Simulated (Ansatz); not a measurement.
# Decaying states in the gap of Cs2SrCaBr6

Wanted: the relaxed cell of Cs2SrCaBr6, its band edges and its decay constants. It is built by putting Ca for part of the Sr in the CsSrBr3 structure of space group P2_1, with the volume rescaled by atomic radii. The parent structure comes from the Materials Project.

Method: PBE DFT, plane waves, PAW files, in the first sound run; inputs show where later runs differ, in Ansatz 0.2.0.

The structure was built from a prototype and need not be the compound's stable phase.

## Step 1: Starting point

The cell holds 10 atoms: 2 Cs, 1 Ca, 1 Sr and 6 Br. Its edges and angles: a = 4.520 Å, b = 11.462 Å, c = 7.828 Å, α = 90.0°, β = 106.8°, γ = 90.0°. It derives from CsSrBr3. Ca for part of the Sr in the CsSrBr3 structure of space group P2_1.

## Step 2: Relaxing the new crystal

The substituted atoms don't fit the parent's cell, so cell and atoms relax together. A small smearing keeps the run stable in case the gap closes on the way.

input.yaml reads:

```yaml
crystal:
  lattice:
    - [4.5201575692, 0.0, 0.0]
    - [0.0, 11.4620088902, 0.0]
    - [-2.2572626868, 0.0, 7.4959250794]
  atoms:
    - { symbol: Cs, position: [0.75328249, 0.01038661, 0.50604141] }
    - { symbol: Cs, position: [0.24671751, 0.51038661, 0.49395859] }
    - { symbol: Ca, position: [0.49901139, 0.75921782, 0.00023736] }
    - { symbol: Sr, position: [0.50098861, 0.25921782, 0.99976264] }
    - { symbol: Br, position: [0.86676591, 0.71238783, 0.73534228] }
    - { symbol: Br, position: [0.13323409, 0.21238783, 0.26465772] }
    - { symbol: Br, position: [0.86823776, 0.30659747, 0.73518611] }
    - { symbol: Br, position: [0.13176224, 0.80659747, 0.26481389] }
    - { symbol: Br, position: [0.43814168, 0.00911227, 0.88092481] }
    - { symbol: Br, position: [0.56185832, 0.50911227, 0.11907519] }
kpoints:
  mp_grid: { grid: [6, 2, 4] }
scf:
  occupations: { method: gaussian, width: 0.03 }
hamiltonian:
  xc: pbe
output:
  forces: true
  stress: true
relax:
  f_tol: 0.02
  max_steps: 60
  cell: {}
```

The run is started by

```bash
ansatz run input.yaml --threads 2 --pin off --max-ram 4096MiB --backend cpu --events-out ev --progress --plain --runs-dir out
```

Numbers of over 12 decimals in the logs are rounded to 6 here.

What it wrote:

```text
Engine: ansatz 0.2.0, aarch64-unknown-linux-gnu
Pseudopotentials: kind: paw
Pseudopotential: Cs, paw, valence charge 9, recommended cutoff 420 eV (normal), Cs.paw.azcp
Pseudopotential: Ca, paw, valence charge 10, recommended cutoff 420 eV (normal), Ca.paw.azcp
Pseudopotential: Sr, paw, valence charge 10, recommended cutoff 420 eV (normal), Sr.paw.azcp
Pseudopotential: Br, paw, valence charge 7, recommended cutoff 420 eV (normal), Br.paw.azcp
Functional definition: PBE
  parameter kappa = 0.804
  parameter beta = 0.066725
  exchange = pbe_x(kappa = kappa, mu = beta*pi^2/3)
  correlation = pbe_c(beta = beta)
Crystal: 10 atoms, lattice volume = 388.365 Å³
Basis set: ecut = 420 eV, 7613 PW (Γ), exchange–correlation on 64×160×108 points (8 copies of the dense FFT grid, shifted against one another)
Bands: 50, of which v1, the nominal top of the filled ones, is band 40 counted from 1 (39 counted from 0)
Symmetry: 1 space group operations
Space group: P1 (ITA 1), of the structure as read, at distance tolerance 7.3e-5 Å
k-points: 28 of 48 (time reversal used)
Non-local potential: Cs, projectors of the file, l = 0: 3, l = 1: 2, l = 2: 2, l = 3: 2
Non-local potential: Ca, projectors of the file, l = 0: 3, l = 1: 2, l = 2: 2
Non-local potential: Sr, projectors of the file, l = 0: 3, l = 1: 2, l = 2: 2
Non-local potential: Br, projectors of the file, l = 0: 2, l = 1: 2, l = 2: 2
PAW form: soft (Blöchl's): semilocal exchange-correlation on the pseudo side does not see the compensation charge
PAW one-centre angular grid: Cs, 194 points (default); XC on 64 Gauss nodes
PAW one-centre angular grid: Ca, 110 points (default); XC on 64 Gauss nodes
PAW one-centre angular grid: Sr, 110 points (default); XC on 64 Gauss nodes
PAW one-centre angular grid: Br, 110 points (default); XC on 64 Gauss nodes
Initial density: superposition of atomic densities (neutral atoms: chi_scale 0, normalization atom), corrected by the library's trained network
Initial wavefunctions: pseudopotential atomic-orbital guess
Functional: x = pbe(κ = 0.804, μ = 0.219515), c = pbe(β = 0.066725)
SCF iter   1: F=—  HF=-33421.686485 eV  |F-HF|=—  |Δ(HF+E_count)|=         —  Δρ=6.64e-4  dr2=7.22e-3  ethr=1.77e-3  ⟨swp⟩=13.6  Hψ=8690  notcnv=0  defer=3
preconditioner: auto → Resta (q_TF=auto, 2.097 Å⁻¹)  ε∞=2.9  [insulator: Δε(μ)=4.406 eV  Ē_g=11.110 eV  σ=0.030 eV  W_gap=1.00  n_scr=62 (ndim 8)  ℏωp=15.3 eV  f_vac=0.028  D(μ)=0.00/eV (n_scr^D=0)  ε∞_Penn≈2.9]
SCF iter   2: F=—  HF=-33421.690003 eV  |F-HF|=—  |Δ(HF+E_count)|=   3.52e-3  Δρ=3.71e-4  dr2=1.01e-3  ethr=9.03e-6  ⟨swp⟩=3.2  Hψ=3579  notcnv=0  defer=99
SCF iter   3: F=—  HF=-33421.689966 eV  |F-HF|=—  |Δ(HF+E_count)|=   3.74e-5  Δρ=1.99e-4  dr2=2.45e-4  ethr=1.26e-6  ⟨swp⟩=2.2  Hψ=1971  notcnv=0  defer=99
SCF iter   4: F=—  HF=-33421.690102 eV  |F-HF|=—  |Δ(HF+E_count)|=   1.36e-4  Δρ=4.58e-5  dr2=1.99e-5  ethr=3.06e-7  ⟨swp⟩=2.0  Hψ=2342  notcnv=0  defer=99
SCF iter   5: F=—  HF=-33421.690292 eV  |F-HF|=—  |Δ(HF+E_count)|=   1.90e-4  Δρ=1.72e-5  dr2=4.47e-6  ethr=2.49e-8  ⟨swp⟩=2.2  Hψ=2047  notcnv=0  defer=104
SCF iter   6: F=—  HF=-33421.690291 eV  |F-HF|=—  |Δ(HF+E_count)|=   6.73e-7  Δρ=5.85e-6  dr2=4.87e-7  ethr=5.59e-9  ⟨swp⟩=2.0  Hψ=1739  notcnv=0  defer=106
SCF iter   7: F=-33421.690291 eV  HF=-33421.690291 eV  |F-HF|=2.64e-8  |Δ(HF+E_count)|=   1.20e-7  Δρ=1.35e-6  dr2=3.29e-8  ethr=1.25e-10  ⟨swp⟩=5.0  Hψ=5644  notcnv=0
SCF 1 converged in 7 iterations: F = -33421.690291 eV  dr2 = 3.29e-8
  greatest PAW one-centre occupation: 0.995 electrons in one spin orbital (limit 2), on the Ca atom at site 2 (counted from 0), in its partial waves of l = 0
relax step   1: F+E_penalty+E_count = -33421.69029106 eV  Δ(F+E_penalty+E_count) = +0.000e0 eV  max|allowed force component| = 4.161e-1 eV/Å  Δτ_max = 0.0000 Å  P = -0.023 GPa  Ω = 388.365 Å³  (7 SCF iters, dr2 threshold 1.00e-7 eV, accepted)
Crystal: 10 atoms, lattice volume = 390.600 Å³
Basis set: ecut = 420 eV, 7639 PW (Γ), exchange–correlation on 64×160×108 points (8 copies of the dense FFT grid, shifted against one another)
Initial density: handed on by an earlier stage of this run
Initial wavefunctions: those handed on with the density
iter 1 solved again at ethr=4.13e-5 eV; its pass at ethr=3.10e-3 eV (dr2=3.31e-2 eV) is discarded
SCF iter   1: F=—  HF=-33421.794224 eV  |F-HF|=—  |Δ(HF+E_count)|=         —  Δρ=2.16e-3  dr2=3.30e-2  ethr=4.13e-5  ⟨swp⟩=3.1  Hψ=8214  notcnv=0
preconditioner: auto → Resta (q_TF=auto, 2.095 Å⁻¹)  ε∞=2.9  [insulator: Δε(μ)=4.377 eV  Ē_g=11.173 eV  σ=0.030 eV  W_gap=1.00  n_scr=62 (ndim 8)  ℏωp=15.3 eV  f_vac=0.032  D(μ)=0.00/eV (n_scr^D=0)  ε∞_Penn≈2.9]
SCF iter   2: F=—  HF=-33421.786184 eV  |F-HF|=—  |Δ(HF+E_count)|=   8.04e-3  Δρ=9.92e-4  dr2=5.74e-3  ethr=4.13e-5  ⟨swp⟩=3.9  Hψ=2713  notcnv=0  defer=2
SCF iter   3: F=—  HF=-33421.784807 eV  |F-HF|=—  |Δ(HF+E_count)|=   1.38e-3  Δρ=2.05e-4  dr2=2.49e-4  ethr=7.17e-6  ⟨swp⟩=3.5  Hψ=2664  notcnv=0  defer=4
SCF iter   4: F=—  HF=-33421.784947 eV  |F-HF|=—  |Δ(HF+E_count)|=   1.41e-4  Δρ=3.48e-5  dr2=6.83e-6  ethr=3.12e-7  ⟨swp⟩=2.0  Hψ=2215  notcnv=0  defer=5
SCF iter   5: F=-33421.784949 eV  HF=-33421.784949 eV  |F-HF|=1.18e-7  |Δ(HF+E_count)|=   1.96e-6  Δρ=1.04e-5  dr2=7.74e-7  ethr=1.25e-9  ⟨swp⟩=5.1  Hψ=5777  notcnv=0
SCF 2 converged in 5 iterations: F = -33421.784949 eV  dr2 = 7.74e-7
relax step   2: F+E_penalty+E_count = -33421.78494912 eV  Δ(F+E_penalty+E_count) = -9.466e-2 eV  max|allowed force component| = 3.214e-2 eV/Å  Δτ_max = 0.1282 Å  P = +0.026 GPa  Ω = 390.600 Å³  energy of the carried Pulay correction = -8.333e-5 eV  (5 SCF iters, dr2 threshold 1.00e-6 eV, accepted)
Crystal: 10 atoms, lattice volume = 391.787 Å³
Basis set: ecut = 420 eV, 7693 PW (Γ), exchange–correlation on 64×160×108 points (8 copies of the dense FFT grid, shifted against one another)
iter 1 solved again at ethr=3.52e-6 eV; its pass at ethr=3.10e-3 eV (dr2=2.81e-3 eV) is discarded
SCF iter   1: F=—  HF=-33421.791101 eV  |F-HF|=—  |Δ(HF+E_count)|=         —  Δρ=5.23e-4  dr2=2.78e-3  ethr=3.52e-6  ⟨swp⟩=2.8  Hψ=8428  notcnv=0
preconditioner: auto → Resta (q_TF=auto, 2.094 Å⁻¹)  ε∞=2.8  [insulator: Δε(μ)=4.385 eV  Ē_g=11.232 eV  σ=0.030 eV  W_gap=1.00  n_scr=62 (ndim 8)  ℏωp=15.2 eV  f_vac=0.035  D(μ)=0.00/eV (n_scr^D=0)  ε∞_Penn≈2.8]
SCF iter   2: F=—  HF=-33421.790453 eV  |F-HF|=—  |Δ(HF+E_count)|=   6.48e-4  Δρ=2.27e-4  dr2=4.04e-4  ethr=3.47e-6  ⟨swp⟩=2.1  Hψ=2060  notcnv=0
SCF iter   3: F=—  HF=-33421.790387 eV  |F-HF|=—  |Δ(HF+E_count)|=   6.64e-5  Δρ=5.92e-5  dr2=2.04e-5  ethr=5.05e-7  ⟨swp⟩=2.0  Hψ=2071  notcnv=0
SCF iter   4: F=—  HF=-33421.790540 eV  |F-HF|=—  |Δ(HF+E_count)|=   1.53e-4  Δρ=9.71e-6  dr2=6.44e-7  ethr=2.55e-8  ⟨swp⟩=2.1  Hψ=2115  notcnv=0
SCF iter   5: F=-33421.790540 eV  HF=-33421.790540 eV  |F-HF|=2.03e-8  |Δ(HF+E_count)|=   5.44e-7  Δρ=2.73e-6  dr2=5.40e-8  ethr=1.45e-10  ⟨swp⟩=5.1  Hψ=5770  notcnv=0
SCF 3 converged in 5 iterations: F = -33421.790540 eV  dr2 = 5.40e-8
relax step   3: F+E_penalty+E_count = -33421.79054039 eV  Δ(F+E_penalty+E_count) = -5.591e-3 eV  max|allowed force component| = 1.629e-2 eV/Å  Δτ_max = 0.0201 Å  P = +0.027 GPa  Ω = 391.787 Å³  energy of the carried Pulay correction = -1.274e-4 eV  (5 SCF iters, dr2 threshold 1.16e-7 eV, accepted)
[...]
relax step   4: F+E_penalty+E_count = -33421.79310270 eV  Δ(F+E_penalty+E_count) = -2.562e-3 eV  max|allowed force component| = 8.782e-3 eV/Å  Δτ_max = 0.0198 Å  P = +0.009 GPa  Ω = 393.193 Å³  energy of the carried Pulay correction = -1.794e-4 eV  (5 SCF iters, dr2 threshold 4.90e-8 eV, accepted)
[...]
relax step   5: F+E_penalty+E_count = -33421.79343246 eV  Δ(F+E_penalty+E_count) = -3.298e-4 eV  max|allowed force component| = 6.450e-3 eV/Å  Δτ_max = 0.0077 Å  P = +0.005 GPa  Ω = 393.589 Å³  energy of the carried Pulay correction = -1.940e-4 eV  (7 SCF iters, accepted)
[...]
relax step   6: F+E_penalty+E_count = -33421.79365718 eV  Δ(F+E_penalty+E_count) = -2.247e-4 eV  max|allowed force component| = 5.376e-3 eV/Å  Δτ_max = 0.0170 Å  P = -0.001 GPa  Ω = 394.021 Å³  energy of the carried Pulay correction = -2.100e-4 eV  (7 SCF iters, accepted)
Initial wavefunctions: pseudopotential atomic-orbital guess (no wavefunctions were taken with the density)
iter 1 solved again at ethr=2.73e-6 eV; its pass at ethr=3.10e-3 eV (dr2=2.18e-3 eV) is discarded
SCF iter   1: F=—  HF=-33421.793812 eV  |F-HF|=—  |Δ(HF+E_count)|=         —  Δρ=1.40e-5  dr2=1.09e-7  ethr=2.73e-6  ⟨swp⟩=3.6  Hψ=12404  notcnv=0
eigensolver tolerance schedule: the retry pair's looser diagonalisation over-reported the residual by 20117.83 of it (diagonalisation noise at an unbounded share of the residual, at the tolerance the schedule requests for it); recorded, not acted on — ethr = c·dr2/N_el stays at c = 1.0e-1
preconditioner: auto → Resta (q_TF=auto, 2.092 Å⁻¹)  ε∞=2.8  [insulator: Δε(μ)=4.366 eV  Ē_g=11.233 eV  σ=0.030 eV  W_gap=1.00  n_scr=62 (ndim 8)  ℏωp=15.2 eV  f_vac=0.040  D(μ)=0.00/eV (n_scr^D=0)  ε∞_Penn≈2.8]
SCF iter   2: F=—  HF=-33421.793812 eV  |F-HF|=—  |Δ(HF+E_count)|=   2.81e-7  Δρ=6.98e-6  dr2=2.67e-8  ethr=1.36e-10  ⟨swp⟩=4.1  Hψ=4496  notcnv=0
SCF iter   3: F=—  HF=-33421.793813 eV  |F-HF|=—  |Δ(HF+E_count)|=   4.02e-7  Δρ=2.78e-6  dr2=3.79e-9  ethr=3.33e-11  ⟨swp⟩=2.2  Hψ=2215  notcnv=0
SCF iter   4: F=-33421.793813 eV  HF=-33421.793813 eV  |F-HF|=2.91e-11  |Δ(HF+E_count)|=   7.28e-8  Δρ=1.29e-7  dr2=2.88e-11  ethr=1.00e-12  ⟨swp⟩=4.8  Hψ=7274  notcnv=0
SCF 7 converged in 4 iterations: F = -33421.793813 eV  dr2 = 2.88e-11
relax step   7: F+E_penalty+E_count = -33421.79381269 eV  Δ(F+E_penalty+E_count) = -1.555e-4 eV  max|allowed force component| = 5.369e-3 eV/Å  Δτ_max = 0.0000 Å  P = -0.002 GPa  Ω = 394.021 Å³  stress off target by 7.25e-3 GPa  SCF on the basis re-selected at this cell (its energy is not comparable with the rows above)  (4 SCF iters)
basis re-selected at this cell: Δ(F+E_penalty+E_count) = -1.555e-4 eV, ΔP = -0.001 GPa vs the last step (what re-selecting the basis moved, of the pressure what is left beyond the Pulay correction that the steps carried, after the strain that the cell walked since its last selection, with what the two solves' SCF thresholds leave and, on support functions, any second-order correction that the steps lacked; it is no m [...]
SCF converged after 4 iterations
Free energy (F): -33421.793813 eV
Harris-Foulkes:  -33421.793813 eV  (|F-HF|=2.91e-11)
Internal energy: -33421.793813 eV  (E = F + TS)
E sigma→0 (E₀):  -33421.793813 eV
Fermi energy:    4.072035 eV
--- Per-component energies (eV) ---
  E_band       = -542.983992
  E_kinetic    = 1609.094220
  E_local      = -3736.354524  (includes V_loc(G=0)·N_el)
  E_nonlocal   = 746.872221
  E_hartree    = 1132.535663
  E_xc         = -2249.792822
  E_vxc        = -1211.839831  (∫ρ·V_xc dr)
  E_paw        = -27165.789519  (= ΣΔE_a)
  E_vpaw       = -215.827433  (= ΣTr[D̂ρ^β])
  E_aug_tail   = -0.000011  (compensation charges beyond the density's cutoff)
  E_ewald      = -3758.359041
  E_smearing   = -0.000000  (= −TS)
  E_closure    = 0.000000  (closes the sum)
  Σ components = -33421.793813   (vs F -33421.793813, Δ=0.00e0)
--- Forces (eV/Å), atoms counted from 1 ---
  atom   1  Cs     0.00003309     0.00278350    -0.00217548
  atom   2  Cs    -0.00004056    -0.00134603     0.00227075
  atom   3  Ca    -0.00008879     0.00014701     0.00015409
  atom   4  Sr     0.00027072    -0.00034920    -0.00036990
  atom   5  Br    -0.00017029    -0.00536878     0.00023255
  atom   6  Br    -0.00002611    -0.00462984     0.00118773
  atom   7  Br    -0.00003831     0.00460562    -0.00098164
  atom   8  Br     0.00011750     0.00494029    -0.00038635
  atom   9  Br    -0.00002349    -0.00268471     0.00200363
  atom  10  Br    -0.00003379     0.00190169    -0.00193544
  max |Σ_I F_I| component: 4.43e-7 eV/Å
--- Stress (GPa, compression-positive) ---
        0.000467       0.000088       0.000381
        0.000088      -0.002101      -0.004179
        0.000381      -0.004179      -0.003824
  P = ⅓ Tr σ = -0.0018 GPa (-0.018 kbar)
--- Relaxed structure (6 steps of the walk, 6 accepted, 1 SCFs on fresh bases) ---
  F+E_penalty+E_count = -33421.79381269 eV   max|allowed force component| = 5.369e-3 eV/Å   (the final SCF, on the basis selected at the relaxed cell)
  cell:  # Å, volume = 394.0211 Å³
    - [4.498376, -2.3527437492515434e-5, -0.000891026]
    - [-5.965980025571643e-5, 11.351669, 0.028944]
    - [-2.247863, 0.018940, 7.716704]
  atoms:
    - { symbol: Cs, position: [0.755825, 0.00396663, 0.511672] }
    - { symbol: Cs, position: [0.244181, 0.514981, 0.488320] }
    - { symbol: Ca, position: [0.500038, 0.759564, -2.1549446702809772e-5] }
    - { symbol: Sr, position: [0.499943, 0.259568, 1.000029] }
    - { symbol: Br, position: [0.877827, 0.713005, 0.755548] }
    - { symbol: Br, position: [0.131922, 0.213185, 0.263933] }
    - { symbol: Br, position: [0.867989, 0.305895, 0.736092] }
    - { symbol: Br, position: [0.122243, 0.806097, 0.244430] }
    - { symbol: Br, position: [0.441854, 0.00255575, 0.883676] }
    - { symbol: Br, position: [0.558179, 0.516587, 0.116322] }
```

Run time: 2.5 min. Hardware: 2 threads of Arm Neoverse V1, shared host; peak memory 0.81 GiB.

Relaxation path:

```
step  energy less that of the first step (eV)  largest force component (eV/Å)  pressure (GPa)  volume (Å³)
   1                                   0.0000                          0.4161           -0.02       388.36
   2                                  -0.0947                          0.0321            0.03       390.60
   3                                  -0.1002                          0.0163            0.03       391.79
   4                                  -0.1028                          0.0088            0.01       393.19
   5                                  -0.1031                          0.0065            0.00       393.59
   6                                  -0.1034                          0.0054            0.00       394.02
  7*                                  -0.1035                          0.0054            0.00       394.02
```

Relaxation steps marked * repeat the geometry before them on a plane-wave basis chosen anew for their cell, so energy and pressure can jump there.

```
     cell as run  before   after  change
           a (Å)   4.520   4.498  -0.5 %
           b (Å)  11.462  11.352  -1.0 %
           c (Å)   7.828   8.037  +2.7 %
           α (°)   90.00   89.72  -0.3 %
           β (°)  106.76  106.25  -0.5 %
volume (Å³/atom)   38.84   39.40  +1.5 %
```

The atoms that moved most (Å, as changes of fractional coordinates times the final cell):

```
atom      dx      dy      dz  length
 Br8   0.003  -0.006  -0.157   0.157
 Br5   0.004   0.007   0.156   0.156
Br10  -0.010   0.085  -0.021   0.088
 Cs1  -0.001  -0.073   0.043   0.085
 Br9   0.011  -0.074   0.021   0.078
 Cs2   0.001   0.052  -0.043   0.068
 Br6  -0.004   0.009  -0.006   0.011
 Br7  -0.003  -0.008   0.007   0.011
```

This step gave:

| Property | Result |
| --- | --- |
| free energy | -33421.7938 eV |
| Fermi energy | 4.072 eV |
| pressure | -0.001819 GPa |

The largest force component on a free atom ends at 0.0054 eV/Å.

## Step 3: Band edges

The energy window and the wavevectors of the next steps follow from the band edges, so these are searched first, off the mesh as well.

input.yaml reads:

```yaml
crystal:
  lattice:
    - [4.498375673, -2.35274e-05, -0.0008910262]
    - [-5.96598e-05, 11.351668955, 0.0289438118]
    - [-2.2478629269, 0.0189404244, 7.7167038407]
  atoms:
    - { symbol: Cs, position: [0.7558252875, 0.0039666272, 0.5116723981] }
    - { symbol: Cs, position: [0.2441810157, 0.5149806911, 0.4883195651] }
    - { symbol: Ca, position: [0.5000375886, 0.7595641908, -2.15494e-05] }
    - { symbol: Sr, position: [0.4999426259, 0.2595676553, 1.000028866] }
    - { symbol: Br, position: [0.8778266098, 0.7130051002, 0.7555477346] }
    - { symbol: Br, position: [0.1319216554, 0.2131853005, 0.2639333597] }
    - { symbol: Br, position: [0.8679889079, 0.3058951342, 0.7360915704] }
    - { symbol: Br, position: [0.1222433338, 0.8060967663, 0.2444300674] }
    - { symbol: Br, position: [0.4418536644, 0.0025557462, 0.8836763635] }
    - { symbol: Br, position: [0.558179311, 0.5165867882, 0.1163216246] }
kpoints:
  mp_grid: { grid: [6, 2, 4] }
  band_path: { path: [VBM, CBM], npoints: 30 }
scf:
  occupations: { method: fixed }
hamiltonian:
  xc: pbe
output:
  eigenvalues: true
  write_potential: true
  write_density: true
  volumetric_format: npy
```

What it wrote:

```text
[...]
Crystal: 10 atoms, lattice volume = 394.021 Å³
Basis set: ecut = 420 eV, 7729 PW (Γ)
Bands: 50, of which v1, the nominal top of the filled ones, is band 40 counted from 1 (39 counted from 0)
Symmetry: 1 space group operations
[...]
k-points: 28 of 48 (time reversal used)
[...]
SCF iter   1: F=—  HF=-33421.792869 eV  |F-HF|=—  |Δ(HF+E_count)|=         —  Δρ=4.75e-4  dr2=2.87e-3  ethr=1.77e-3  ⟨swp⟩=9.1  Hψ=6731  notcnv=0  defer=207
[...]
SCF iter   6: F=-33421.794204 eV  HF=-33421.794204 eV  |F-HF|=2.93e-9  |Δ(HF+E_count)|=   4.10e-7  Δρ=1.55e-6  dr2=1.77e-8  ethr=1.25e-10  ⟨swp⟩=20.9  Hψ=9574  notcnv=0
SCF 1 converged in 6 iterations: F = -33421.794204 eV  dr2 = 1.77e-8
[...]
NSCF: frozen V_eff on 112 k-points
[...]
SCF converged after 6 iterations
Free energy (F): -33421.794204 eV
[...]
Internal energy: -33421.794204 eV  (E = F + TS)
E sigma→0 (E₀):  -33421.794204 eV
Fermi energy:    1.888954 eV
[...]
--- Band table (eV; the first three rows and the last of 28) ---
  k-point 0: bands = [... 36 lower, 1.6606, 1.7210, 1.8036, 1.8890, 6.2551, 6.9396, 7.1558, 7.5962, ... 6 higher]
  k-point 1: bands = [... 36 lower, 1.6538, 1.6674, 1.7601, 1.8599, 6.5258, 6.8985, 6.9664, 7.6506, ... 6 higher]
  k-point 2: bands = [... 36 lower, 1.6761, 1.6985, 1.7224, 1.8283, 6.5042, 6.8552, 7.4517, 7.5770, ... 6 higher]
  k-point 27: bands = [... 36 lower, 1.3700, 1.4230, 1.6518, 1.7398, 7.2154, 7.4195, 7.4653, 7.6796, ... 6 higher]
```

Elapsed: 4 min, on 2 threads; peak memory 1.3 GiB.

Numbers from this step:

| Property | Result |
| --- | --- |
| free energy | -33421.7942 eV |
| Fermi energy | 1.889 eV |
| gap on the k-mesh | 4.366 eV |
| gap on path | 4.366 eV, by band count; negative where bands overlap |
| direct gap on path | 4.366 eV |
| edge places on path | 0, 0 1/A along the path |

Levels at VBM (eV): -6.41, -6.40, -6.38, -6.36, -6.25, -6.25, -1.92, -1.72, -1.27, -1.23, -1.07, -0.99, -0.95, -0.95, -0.78, -0.75, -0.57, -0.54, -0.35, -0.32, -0.23, -0.17, -0.09, 0.00, 4.37, 5.05, 5.27, 5.71, 5.80, 5.80, 5.98, 6.17, 6.18, 6.38.

The searched edges give 4.37 eV, as on the mesh.

[end of part 1 of 2]

[Logs are printed without paths, hosts, clocks, repeated set-up lines and the standing remarks that a program may print on its own settings, such as how far it seeks lower states.]

[Hosts, paths, dates, database ids (printed as entryN), source tags and the programs' standing remarks are cut or masked in the printed files.]
